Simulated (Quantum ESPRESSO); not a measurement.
**Moments of K2NiO2 from a parallel start**

Does K2NiO2 keep a moment from a parallel start?

Method: PBEsol with U = 3.6 eV on Ni d (ortho-atomic projectors); plane waves with GBRV 1.5 PBEsol potentials, no spin-orbit coupling, in Quantum ESPRESSO 7.5.

Most raw output is cut from this account.

## 1. Set-up

The structure is tetragonal, space group I4/mmm (No. 139). Conventional cell: a = 3.953 Å, b = 3.953 Å, c = 12.838 Å, α = 90.00°, β = 90.00°, γ = 90.00°. Nearest to K lie 5 O at 2.71 to 2.81 Å. Nearest to Ni lie 2 O at 1.69 Å. O has 1 Ni at 1.69 Å and 5 K at 2.71 to 2.81 Å nearest. Farther neighbours and most contacts between anions are not listed.

As a file:

```cif
data_structure
_symmetry_space_group_name_H-M 'I4/mmm'
_symmetry_Int_Tables_number 139
_cell_length_a 3.9528
_cell_length_b 3.9528
_cell_length_c 12.8384
_cell_angle_alpha 90.000
_cell_angle_beta 90.000
_cell_angle_gamma 90.000
_cell_volume 200.60
loop_
_atom_site_label
_atom_site_type_symbol
_atom_site_symmetry_multiplicity
_atom_site_Wyckoff_symbol
_atom_site_fract_x
_atom_site_fract_y
_atom_site_fract_z
_atom_site_occupancy
K1 K 4 e 0.50000 0.50000 0.15740 1
Ni1 Ni 2 a 0.00000 0.00000 0.00000 1
O1 O 4 e 0.50000 0.50000 0.36860 1
```

The cell comes from the Crystallography Open Database.

## 2. Start 1: ferro +

The signs are those of the starting moments on the seeded atoms, the atoms that are given a moment.

Contents of pw.in:

```
&CONTROL
  calculation = 'scf'
  prefix = 'pwscf'
  outdir = './tmp'
  pseudo_dir = './pseudo'
  disk_io = 'nowf'
  tprnfor = .true.
  tstress = .true.
/
&SYSTEM
  ibrav = 0
  nat = 5
  ntyp = 3
  ecutwfc = 40
  ecutrho = 280
  nbnd = 34
  occupations = 'smearing'
  smearing = 'fd'
  degauss = 0.00367493
  nspin = 2
  starting_magnetization(1) = 0
  starting_magnetization(2) = 0.1111
  starting_magnetization(3) = 0
/
&ELECTRONS
  conv_thr = 1d-08
  electron_maxstep = 150
  mixing_beta = 0.3
/
ATOMIC_SPECIES
K      39.0983 k_pbesol_v1.4.uspp.F.UPF
Ni     58.6934 ni_pbesol_v1.4.uspp.F.UPF
O      15.9990 o_pbesol_v1.2.uspp.F.UPF
CELL_PARAMETERS bohr
  -3.7348547127    3.7348547127   12.1305299392
   3.7348547127   -3.7348547127   12.1305299392
   3.7348547127    3.7348547127  -12.1305299392
ATOMIC_POSITIONS crystal
K       0.6574000000    0.6574000000    0.0000000000
K       0.3426000000    0.3426000000    0.0000000000
Ni      0.0000000000    0.0000000000    0.0000000000
O       0.8686000000    0.8686000000    0.0000000000
O       0.1314000000    0.1314000000    0.0000000000
K_POINTS automatic
8 8 8 0 0 0
HUBBARD {ortho-atomic}
U Ni-3d 3.6000
```

Launch:

```sh
$ OMP_NUM_THREADS=1 mpirun -n 4 pw.x -nk 4 -in pw.in > pw.out
```

It took 3.8 min on 4 MPI ranks of Intel Xeon Platinum 8175M at 2.50GHz (Skylake/Cascade Lake), shared host; peak memory 0.89 GiB.

Spin moment in the atom's sphere by atom:

```
atom  spin moment in the atom's sphere (μB)
  K1                                   0.00
  K2                                   0.00
 Ni3                                   1.32
  O4                                   0.26
  O5                                   0.26
```

Read from the output:

```yaml
smearing_term_ts: 1.83e-8 eV
pressure: -1.759 GPa
magnetization: 2 μB
absolute_magnetization: 2.285 μB
final_state: ferromagnetic
```

## 3. Run 2, typed as no spin polarisation

pw.in, as its differences from that of step 2:

```diff
@@ -15,3 +15,3 @@
   ecutrho = 280
-  nbnd = 34
+  nbnd = 33
   occupations = 'smearing'
@@ -19,6 +19,2 @@
   degauss = 0.00367493
-  nspin = 2
-  starting_magnetization(1) = 0
-  starting_magnetization(2) = 0.1111
-  starting_magnetization(3) = 0
 /
```

It took 2.5 min on 4 MPI ranks; peak memory 0.66 GiB; 10 min of CPU time.

This step gave:

```
smearing term TS : 0.09753 eV
pressure         : -2.381 GPa
final state      : non-magnetic (no spin polarisation)
```

## 4. Energies of the orders

An order is kept where moments of 0.15 μB or more survive with the typed signs; meshes match where a doubled cell samples the same k points as the first cell.

Orders:

```
               start    final state  typed order kept  energy over the lowest (meV a seeded atom)  largest site moment (μB)  net moment (μB a cell of the first run)  mesh matched  CPU time (s)
             ferro +  ferromagnetic               yes                                           0                     1.316                                        2           yes         909.3
no spin polarisation   non-magnetic                 -                                        1231                         0                                        0           yes         601.9
```

## 5. The lowest state again, with its states saved

pw.in, as its differences from that of step 3:

```diff
@@ -5,3 +5,3 @@
   pseudo_dir = './pseudo'
-  disk_io = 'nowf'
+  disk_io = 'low'
   tprnfor = .true.
@@ -11,2 +11,3 @@
   ibrav = 0
+  celldm(1) = 8
   nat = 5
@@ -15,3 +16,3 @@
   ecutrho = 280
-  nbnd = 33
+  nbnd = 38
   occupations = 'smearing'
@@ -19,2 +20,6 @@
   degauss = 0.00367493
+  nspin = 2
+  starting_magnetization(1) = 0
+  starting_magnetization(2) = 0.1111
+  starting_magnetization(3) = 0
 /
@@ -29,6 +34,6 @@
 O      15.9990 o_pbesol_v1.2.uspp.F.UPF
-CELL_PARAMETERS bohr
-  -3.7348547127    3.7348547127   12.1305299392
-   3.7348547127   -3.7348547127   12.1305299392
-   3.7348547127    3.7348547127  -12.1305299392
+CELL_PARAMETERS alat
+  -0.4668568390888    0.4668568390888    1.5163162423997
+   0.4668568390888   -0.4668568390888    1.5163162423997
+   0.4668568390888    0.4668568390888   -1.5163162423997
 ATOMIC_POSITIONS crystal
```

Wall time 6.3 min (4 MPI ranks); peak memory 1 GiB.

Numbers from this step:

```
smearing term TS       : 1.83e-8 eV
pressure               : -1.810 GPa
magnetization          : 2 μB
absolute magnetization : 2.285 μB
final state            : ferromagnetic
largest moment         : 1.316 μB
```

## 6. Projections on atomic orbitals

projwfc.x projects the saved states on orthogonalised atomic orbitals of the pseudopotential files.

Elapsed: 5.8 s, on 4 MPI ranks; peak memory 0.36 GiB; 22 s of CPU time.

```
atom  moment in the sphere (μB)  Löwdin moment (μB)  Löwdin charge (e)
  K1                      0.002              -0.021              8.531
  K2                      0.002              -0.021              8.531
 Ni3                      1.316               1.335             17.729
  O4                      0.259               0.360              6.519
  O5                      0.259               0.360              6.519
```

## 7. Occupations of the corrected shells in the lowest state

Occupations of the Hubbard shells:

```
block  type  shell  spin  electrons             occupation numbers
    3    Ni     3d    up       4.84  0.866 0.990 0.990 0.997 0.997
    3    Ni     3d  down      3.447  0.339 0.339 0.804 0.982 0.983
```

## 8. Outcome

| Property | Result |
| --- | --- |
| state found | ferromagnetic (from ferro +) |
| largest site moment | 1.32 μB |
| state without moments (under the same U) | 1231 meV a seeded atom higher |

In words: Under a U the spinless run pays the Hubbard penalty of a partly filled shell, so its energy overstates what forming the moments gains. The largest moment reads 1.32 μB in the sphere and 1.34 μB by Löwdin projection; a site moment hangs on how space is shared out. No opposed start was run, so this says nothing of the order that the crystal takes. In another run degenerate orbitals of a corrected shell are partly filled, so under the U its energy may be too high.

[Logs and program files are shortened in this print: banners, set-up blocks, solver, clock and traceback lines can be left out without a mark of their own.]

[Logs are printed without paths, hosts, clocks, repeated set-up lines and the standing remarks that a program may print on its own settings, such as how far it seeks lower states.]

[Hosts, paths, dates, database ids (printed as entryN), source tags and the programs' standing remarks are cut or masked in the printed files.]

[Where a cell is said to come from a database of computed structures, the database is the Materials Project.]
